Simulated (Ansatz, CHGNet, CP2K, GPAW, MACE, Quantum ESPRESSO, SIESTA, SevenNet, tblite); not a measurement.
# CP2K on random packing of C72N28 (at. %) (57 atoms): settings against a plane-wave reference

How do the settings of CP2K change the result for random packing of C72N28 (at. %) (57 atoms)? A plane-wave run serves as the yardstick.

Program: CP2K 2026.2. Level of theory: the method is named at each step. Results are calculated unless marked as measured.

### Step 1. The starting structure

The cell holds 57 atoms: 41 C and 16 N. Cell: a = 7.976 Å, b = 7.976 Å, c = 7.976 Å, α = 90.0°, β = 90.0°, γ = 90.0°. 57 atoms (41 C, 16 N) packed at random in a cube at 2.35 g/cm³ and pushed apart as soft spheres; a start for melting by ab initio MD, not an equilibrated structure. Then every atom was moved at random, 0.02 Å r.m.s. a Cartesian component.

The yardstick, on the same geometry:

```
method                 : Kohn-Sham DFT, PBE, PAW, plane waves (Ansatz 0.2.0); cutoff 420 eV, Γ point, fermi-dirac smearing of 0.05 eV; PAW set soft_2
r.m.s. force component : 1.976 eV/Å
longest force          : 7.262 eV/Å
pressure               : -26.61 GPa
SCF cycles             : 9
time                   : 3.3 s on 4 threads of Arm Neoverse V1, shared host
CPU time               : 12 s
```

### Step 2. PBE, DZVP-MOLOPT-SR, 600/50 Ry, diagonalisation

Method: Kohn-Sham DFT, PBE, GTH-PBE pseudopotentials, Gaussian and plane waves, DZVP-MOLOPT-SR-GTH, diagonalisation.

Input file input.inp:

```
&GLOBAL
  PROJECT cell
  RUN_TYPE ENERGY_FORCE
  PRINT_LEVEL LOW
&END GLOBAL
&FORCE_EVAL
  METHOD QS
  STRESS_TENSOR ANALYTICAL
  &DFT
    BASIS_SET_FILE_NAME BASIS_MOLOPT
    POTENTIAL_FILE_NAME GTH_POTENTIALS
    &MGRID
      CUTOFF 600
      REL_CUTOFF 50
      NGRIDS 5
    &END MGRID
    &QS
      EPS_DEFAULT 1.0E-12
    &END QS
    &SCF
      SCF_GUESS ATOMIC
      EPS_SCF 5.0E-06
      MAX_SCF 200
      ADDED_MOS 26
      &DIAGONALIZATION
        ALGORITHM STANDARD
      &END DIAGONALIZATION
      &SMEAR ON
        METHOD FERMI_DIRAC
        ELECTRONIC_TEMPERATURE [K] 580
      &END SMEAR
      &MIXING
        METHOD BROYDEN_MIXING
        ALPHA 0.15
        NBROYDEN 12
      &END MIXING
      &PRINT
        &RESTART OFF
        &END RESTART
      &END PRINT
    &END SCF
    &XC
      &XC_FUNCTIONAL PBE
      &END XC_FUNCTIONAL
    &END XC
    &PRINT
      &MULLIKEN ON
      &END MULLIKEN
      &HIRSHFELD ON
        SHAPE_FUNCTION DENSITY
      &END HIRSHFELD
      &MO ON
        EIGENVALUES T
        OCCUPATION_NUMBERS T
        MO_INDEX_RANGE 111 134
        &EACH
          QS_SCF 0
        &END EACH
        ADD_LAST NUMERIC
      &END MO
    &END PRINT
  &END DFT
  &SUBSYS
    &CELL
      A 7.97600 0.00000 0.00000
      B 0.00000 7.97600 0.00000
      C 0.00000 0.00000 7.97600
    &END CELL
    &COORD
      C 0.04762 3.86046 6.68078
      C 0.31521 4.44367 4.53866
      C 0.40478 6.13929 6.37322
      C 3.15323 7.38841 2.72093
      C 6.11919 5.20673 7.83602
      C 3.87570 5.01690 5.44705
      C 7.41569 3.40838 3.23810
      C 4.54879 2.05191 1.74938
      C 5.26193 4.01217 6.81868
      C 4.25344 3.44428 4.80291
      C 4.81232 7.42566 6.37777
      C 3.31491 0.18720 6.80106
      C 1.41965 5.94994 3.16902
      C 7.51850 6.70415 4.04479
      C 2.67547 2.74486 7.38506
      C 3.80479 5.81299 6.95667
      C 2.86314 4.65136 3.76220
      C 7.75897 1.06695 5.51772
      C 2.25832 4.92917 6.10587
      C 7.08628 3.53720 0.12379
      C 4.46911 4.11314 3.26298
      C 7.15551 1.34731 3.85695
      C 0.53328 4.37707 1.57574
      C 5.18663 0.95600 2.98940
      C 5.77662 7.25497 0.76259
      C 2.20520 3.26944 5.62292
      C 0.01468 0.85200 7.60679
      C 2.21167 4.54752 1.28493
      C 0.63282 2.78083 0.31713
      C 1.42108 0.85638 6.60381
      C 6.42092 4.57966 4.69930
      C 4.46233 6.25470 1.73231
      C 2.26048 6.68221 5.32893
      C 0.27238 1.00673 2.30171
      C 5.29973 4.57727 1.63755
      C 6.40808 0.07274 5.31616
      C 4.37978 7.11842 4.67473
      C 4.57121 1.92732 5.62787
      C 6.00146 2.44185 4.86010
      C 7.81672 5.23385 0.00040
      C 3.90649 5.03054 0.60737
      N 6.74770 6.05426 1.63237
      N 6.03448 3.11303 2.06235
      N 0.84091 2.46107 6.25861
      N 2.48237 1.28477 1.91249
      N 2.13326 2.92352 1.73103
      N 0.53088 7.12759 1.19217
      N 5.75644 5.51572 3.31243
      N 1.33454 2.69748 3.44348
      N 1.36166 5.84346 0.35238
      N 6.35934 1.70192 7.31694
      N 1.00426 7.87518 3.28755
      N 2.50303 0.34137 0.34584
      N 5.52370 5.95313 6.15739
      N 3.41851 1.54910 3.88383
      N 6.64026 7.78673 2.33314
      N 4.51777 2.02662 0.07593
    &END COORD
    &KIND C
      BASIS_SET DZVP-MOLOPT-SR-GTH-q4
      POTENTIAL GTH-PBE-q4
    &END KIND
    &KIND N
      BASIS_SET DZVP-MOLOPT-SR-GTH-q5
      POTENTIAL GTH-PBE-q5
    &END KIND
  &END SUBSYS
  &PRINT
    &FORCES ON
    &END FORCES
    &STRESS_TENSOR ON
    &END STRESS_TENSOR
  &END PRINT
&END FORCE_EVAL
```

Started as:

```sh
OMP_NUM_THREADS=2 cp2k.psmp -i input.inp > output.txt
```

Numbers of over 12 decimals in the logs are rounded to 6 here.

Log:

```text
CP2K| version string:                                       CP2K version 2026.2
 CP2K| Input file name                                                 input.inp
 GLOBAL| Basis set file name                                        BASIS_MOLOPT
 GLOBAL| Potential file name                                      GTH_POTENTIALS
 GLOBAL| Run type                                                   ENERGY_FORCE
 GLOBAL| Total number of message passing processes                             1
 GLOBAL| Number of threads for this process                                    2
 TOTAL NUMBERS AND MAXIMUM NUMBERS
  Total number of            - Atomic kinds:                                   2
                             - Atoms:                                         57
                             - Shell sets:                                    57
                             - Shells:                                       285
                             - Primitive Cartesian functions:                285
                             - Cartesian basis functions:                    798
                             - Spherical basis functions:                    741
  Maximum angular momentum of- Orbital basis functions:                        2
                             - Local part of the GTH pseudopotential:          2
                             - Non-local part of the GTH pseudopotential:      0
 SCF PARAMETERS         Density guess:                                    ATOMIC
                        max_scf:                                             200
                        eps_scf:                                        5.00E-06
                        added MOs                                        26    0
                        Mixing method:                            BROYDEN_MIXING
                                                charge density mixing in g-space
                        Smear method:                                FERMI_DIRAC
                        Electronic temperature [K]:                        580.0
                        Electronic temperature [a.u.]:                  1.84E-03
                        Accuracy threshold:                             1.00E-10
 Extrapolation method: initial_guess
 Number of electrons:                                                        244
 Number of occupied orbitals:                                                122
 Number of molecular orbitals:                                               148
 Number of orbital functions:                                                741
 Number of independent orbital functions:                                    741
 SCF WAVEFUNCTION OPTIMIZATION
  Step     Update method      Time    Convergence         Total energy    Change
     1 NoMix/Diag. 0.15E+00    4.3     0.80474773      -383.9684773943 -3.84E+02
     2 Broy./Diag. 0.15E+00    5.8     0.81103994      -382.2157264379  1.75E+00
     3 Broy./Diag. 0.15E+00    5.9     0.24469281      -390.9378760995 -8.72E+00
     4 Broy./Diag. 0.15E+00    5.9     0.13744164      -390.2070003927  7.31E-01
[...]
19 Broy./Diag. 0.15E+00    6.1     0.00000635      -384.8799440126  1.47E-04
    20 Broy./Diag. 0.15E+00    6.1     0.00000433      -384.8796887983  2.55E-04
  *** SCF run converged in    20 steps ***
  Electronic density on regular grids:       -244.0000000000        0.0000000000
  Core density on regular grids:              243.9999999998       -0.0000000002
  Total charge density on r-space grids:       -0.0000000001
  Total charge density g-space grids:          -0.0000000001
  Overlap energy of the core charge distribution:               1.03088e-09
  Self energy of the core charge distribution:               -944.345226
  Core Hamiltonian energy:                                    261.693218
  Hartree energy:                                             401.028552
  Exchange-correlation energy:                               -103.246687
  Electronic entropic energy:                                  -0.009545
  Fermi energy:                                                 0.211322
  Total energy:                                              -384.879689
  Total energy (extrapolated to T->0):                       -384.874916
 MO| EIGENVALUES AND OCCUPATION NUMBERS
 MO|
 MO|  Index      Eigenvalue [a.u.]        Eigenvalue [eV]             Occupation
 MO|    111               0.177836               4.839150               2.000000
 MO|    112               0.182695               4.971396               2.000000
 MO|    113               0.182997               4.979599               2.000000
[...]
MO|    133               0.238823               6.498699               0.000001
 MO|    134               0.242190               6.590334               0.000000
 MO| Sum:                                                             244.000000
 MO| E(Fermi):            0.211322 a.u.          5.750351 eV
 !-----------------------------------------------------------------------------!
                     Mulliken Population Analysis
 #  Atom  Element  Kind  Atomic population                           Net charge
       1     C        1          3.923816                              0.076184
       2     C        1          3.984835                              0.015165
       3     C        1          3.866608                              0.133392
[...]
56     N        2          5.192819                             -0.192819
      57     N        2          5.213911                             -0.213911
 # Total charge                            244.000000                  0.000000
 !-----------------------------------------------------------------------------!
 !-----------------------------------------------------------------------------!
                           Hirshfeld Charges
  #Atom  Element  Kind  Ref Charge     Population                    Net charge
      1       C      1       4.000          3.993                         0.007
      2       C      1       4.000          4.003                        -0.003
      3       C      1       4.000          3.932                         0.068
[...]
56       N      2       5.000          5.057                        -0.057
     57       N      2       5.000          5.092                        -0.092
  Total Charge                                                           -0.000
 !-----------------------------------------------------------------------------!
 ENERGY| Total FORCE_EVAL ( QS ) energy [hartree]           -384.879539
 FORCES| Atomic forces [hartree/bohr]
 FORCES|   Atom     x               y               z               |f|
 FORCES|      1 -1.04749220E-02 -4.64697575E-02  4.14161251E-02   6.31225615E-02
 FORCES|      2 -6.72360236E-02  4.98780524E-03 -1.56225266E-03   6.74388739E-02
 FORCES|      3  2.56047807E-02 -1.76135506E-02  1.42665803E-02   3.41961588E-02
[...]
FORCES|     56 -2.89935355E-02  3.43490327E-03 -4.45414498E-02   5.32575291E-02
 FORCES|     57  1.62336360E-03  2.01449247E-02  7.83447352E-02   8.09095225E-02
 FORCES| Sum     7.17721179E-05 -1.46120932E-05 -1.32503436E-04
 FORCES| Total atomic force                                       1.51399837E-04
 STRESS| Analytical stress tensor [bar]
 STRESS|                        x                   y                   z
 STRESS|      x       -3.03731101566E+05   2.56688903645E+04   2.85876987484E+04
 STRESS|      y        2.56688903645E+04  -2.65906782688E+05   7.23997044053E+04
 STRESS|      z        2.85876987484E+04   7.23997044053E+04  -2.60626919408E+05
 STRESS| 1/3 Trace                                            -2.76754934554E+05
```

It took 2.3 min on 2 threads of Arm Neoverse V1, shared host; peak memory 1.6 GiB.

Banners, paths, timers and routine set-up lines are dropped from the logs unmarked, and long logs keep their key lines alone; longer cuts are marked.

Against the reference:

```yaml
r_m_s_force_component: 2.028 eV/Å
r_m_s_difference_of_force_components: 88.27 meV/Å
longest_difference_of_force_vectors: 276.4 meV/Å
force_difference_over_r_m_s_force: 4.467 %
slope_of_forces_against_the_reference_s: 1.026
correlation_of_force_components: 0.9994
pressure: -27.68 GPa
pressure_difference: -1.064 GPa
```

Length of the force difference by element (eV/Å):

| element | atoms | mean | most |
| --- | --- | --- | --- |
| C | 41 | 0.16 | 0.28 |
| N | 16 | 0.10 | 0.20 |

The surroundings of C4, whose charge lies farthest from its element's mean, nearest first, numbered as they follow in the input and with coordinates relative to it.

| atom | x | y | z | distance (Å) | Hirshfeld charge (e) | Fx | Fy | Fz (eV/Å) |
| --- | --- | --- | --- | --- | --- | --- | --- | --- |
| C4 | 0.00 | 0.00 | 0.00 | 0.00 | 0.08 | 1.68 | -1.50 | 0.17 |
| C32 | 1.31 | -1.13 | -0.99 | 1.99 | -0.03 | -1.03 | 1.04 | -3.75 |
| N45 | -0.67 | 1.87 | -0.81 | 2.15 | 0.00 | 1.28 | 1.28 | -2.53 |
| N52 | -2.15 | 0.49 | 0.57 | 2.28 | -0.07 | -2.72 | 0.32 | -0.67 |
| C13 | -1.73 | -1.44 | 0.45 | 2.30 | 0.04 | 1.39 | -0.28 | 1.37 |
| C37 | 1.23 | -0.27 | 1.95 | 2.32 | 0.02 | -0.91 | -0.83 | 2.27 |
| N55 | 0.27 | 2.14 | 1.16 | 2.45 | -0.06 | 3.61 | -1.05 | 0.41 |
| C24 | 2.03 | 1.54 | 0.27 | 2.57 | 0.04 | -2.23 | 1.72 | -2.15 |
| N53 | -0.65 | 0.93 | -2.38 | 2.63 | -0.09 | 1.23 | -0.07 | -2.36 |

Forces lie 4.5 % from the reference's, at 22 times its CPU time (on 2 against 4 cores).

### Step 3. PBE, TZV2P-MOLOPT, 600/50 Ry, diagonalisation

Method: Kohn-Sham DFT, PBE, GTH-PBE pseudopotentials, Gaussian and plane waves, TZV2P-MOLOPT-GTH, diagonalisation.

input.inp, as its differences from that of step 2:

```diff
@@ -69,6 +69,31 @@
     &COORD
-[... 57 atom lines left out: the same atoms as in the first run ...]
+      SCALED
+      C 0.00597 0.48401 0.83761
+      C 0.03952 0.55713 0.56904
+      C 0.05075 0.76972 0.79905
+      C 0.39534 0.92633 0.34114
+      C 0.76720 0.65280 0.98245
+      C 0.48592 0.62900 0.68293
+      C 0.92975 0.42733 0.40598
+      C 0.57031 0.25726 0.21933
+      C 0.65972 0.50303 0.85490
+      C 0.53328 0.43183 0.60217
+      C 0.60335 0.93100 0.79962
+      C 0.41561 0.02347 0.85269
+      C 0.17799 0.74598 0.39732
+      C 0.94264 0.84054 0.50712
+      C 0.33544 0.34414 0.92591
+      C 0.47703 0.72881 0.87220
+      C 0.35897 0.58317 0.47169
+      C 0.97279 0.13377 0.69179
+      C 0.28314 0.61800 0.76553
+      C 0.88845 0.44348 0.01552
+[... 33 atom lines left out ...]
+      N 0.69254 0.74638 0.77199
+      N 0.42860 0.19422 0.48694
+      N 0.83253 0.97627 0.29252
+      N 0.56642 0.25409 0.00952
     &END COORD
     &KIND C
-      BASIS_SET DZVP-MOLOPT-SR-GTH-q4
+      BASIS_SET TZV2P-MOLOPT-GTH-q4
       POTENTIAL GTH-PBE-q4
@@ -76,3 +101,3 @@
     &KIND N
-      BASIS_SET DZVP-MOLOPT-SR-GTH-q5
+      BASIS_SET TZV2P-MOLOPT-GTH-q5
       POTENTIAL GTH-PBE-q5
```

Started as:

```sh
OMP_NUM_THREADS=1 mpirun -np 4 cp2k.psmp -i input.inp > output.txt
```

Log:

```text
CP2K| version string:                                       CP2K version 2026.2
 CP2K| Input file name                                                 input.inp
 GLOBAL| Basis set file name                                        BASIS_MOLOPT
 GLOBAL| Potential file name                                      GTH_POTENTIALS
 GLOBAL| Run type                                                   ENERGY_FORCE
 GLOBAL| Total number of message passing processes                             4
 GLOBAL| Number of threads for this process                                    1
[... lines left out ...]
                        Smear method:                                FERMI_DIRAC
[... lines left out ...]
 Number of electrons:                                                        244
[... lines left out ...]
  Step     Update method      Time    Convergence         Total energy    Change
[... lines left out ...]
  *** SCF run converged in    19 steps ***
[... lines left out ...]
  Fermi energy:                                                 0.207097
  Total energy:                                              -385.086948
  Total energy (extrapolated to T->0):                       -385.082228
[... lines left out ...]
 MO| E(Fermi):            0.207097 a.u.          5.635396 eV
[... lines left out ...]
     57       N      2       5.000          5.087                        -0.087
  Total Charge                                                           -0.000
 !-----------------------------------------------------------------------------!
 ENERGY| Total FORCE_EVAL ( QS ) energy [hartree]           -385.087108
 FORCES| Atomic forces [hartree/bohr]
 FORCES|   Atom     x               y               z               |f|
 FORCES|      1 -1.10013918E-02 -4.71603170E-02  4.00478723E-02   6.28407367E-02
 FORCES|      2 -6.19539891E-02  4.37560488E-03 -1.78926696E-03   6.21340822E-02
 FORCES|      3  2.29177897E-02 -1.56837492E-02  1.49378745E-02   3.15332391E-02
[...]
FORCES|     56 -2.70862646E-02  3.10217101E-03 -4.26593633E-02   5.06271713E-02
 FORCES|     57  3.27720841E-03  1.88060181E-02  7.72324085E-02   7.95565920E-02
 FORCES| Sum     8.00853806E-05 -1.08902284E-05 -1.62670478E-04
 FORCES| Total atomic force                                       1.81642367E-04
 STRESS| Analytical stress tensor [bar]
 STRESS|                        x                   y                   z
 STRESS|      x       -2.84045820383E+05   2.53810016355E+04   2.62184747359E+04
 STRESS|      y        2.53810016355E+04  -2.53570482180E+05   6.96081089182E+04
 STRESS|      z        2.62184747359E+04   6.96081089182E+04  -2.43645727067E+05
 STRESS| 1/3 Trace                                            -2.60420676543E+05
```

Elapsed: 10 min, on 4 MPI ranks; peak memory 2.8 GiB; 41 min of CPU time.

Numbers from this run, and their distance from the reference:

```
r.m.s. force component                  : 1.964 eV/Å
r.m.s. difference of force components   : 29.42 meV/Å
longest difference of force vectors     : 94.14 meV/Å
force difference over r.m.s. force      : 1.489 %
slope of forces against the reference's : 0.9937
correlation of force components         : 0.9999
pressure                                : -26.04 GPa
pressure difference                     : 0.5694 GPa
```

Against the first run (4.5 %), the force difference from the reference is 1.5 %, at 9.3 times the CPU time (on 4 against 2 cores), with 1254 basis functions against 741: the larger basis brings the forces nearer.

[end of part 1 of 2]

[Also dropped from logs without a mark: logging warnings of Python, and SIESTA's first energy breakdown and zero terms.]

[Logs are printed without paths, hosts, clocks, repeated set-up lines and the standing remarks that a program may print on its own settings, such as how far it seeks lower states.]

[Hosts, paths, dates, database ids (printed as entryN), source tags and the programs' standing remarks are cut or masked in the printed files.]
